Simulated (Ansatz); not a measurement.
Rows from a G0W0 calculation on WSe2 (P6_3/mmc) (Ansatz 0.2.0; G0W0 on PBE, plane waves, PAW; PAW set soft_1; 6×6×2 mesh, 507 empty bands, screening to 150 eV, PAW set soft_1 files), in eV. Spin-orbit coupling is left out.

The database entry behind the starting cell differs from later determinations by our own check (a about 0.2 % long), so it need not match the best structure at ambient conditions.

```
row                      k  band   start       Σx  Σc at the solution      Vxc
  A  (0.167, 0.167, 0.000)    c1  13.552  -13.069              -3.672  -16.791
  B  (0.167, 0.167, 0.000)    c2  14.438  -14.163              -4.143  -18.425
  C                      Γ    v1  12.576  -19.387               0.372  -18.764
  D  (0.167, 0.167, 0.000)    v1  11.476  -19.418               1.074  -18.039
  E                      Γ    v2  11.508  -18.162               1.623  -15.952
  F                      Γ    c1  15.216  -13.882              -4.190  -18.217
```

Work out each quasiparticle level and how far it moved.

The quasiparticle equation reads E = start + Σx + Σc(E) − Vxc.

```
row  E (eV)  shift (eV)
  A  13.601      +0.049
  B  14.557      +0.119
  C  12.325      −0.251
  D  11.171      −0.305
  E  10.922      −0.586
  F  15.361      +0.145
```

The gap over the computed points goes from 0.98 eV to 1.28 eV.

Limits: not at the basis limit; no spin-orbit coupling; coarse k mesh.

[Paths, hosts, dates, memory and timing lines, banners, echoed tables and standing remarks are left out of the program output.]

[Logs are printed without paths, hosts, clocks, repeated set-up lines and the standing remarks that a program may print on its own settings, such as how far it seeks lower states.]

[Runs of the session that timed out or met a known fault of the program may be left out.]

[Cells called generated may have been cut or substituted from an entry of the Crystallography Open Database or the Materials Project.]

[Hosts, paths, dates, database ids (printed as entryN), source tags and the programs' standing remarks are cut or masked in the printed files.]
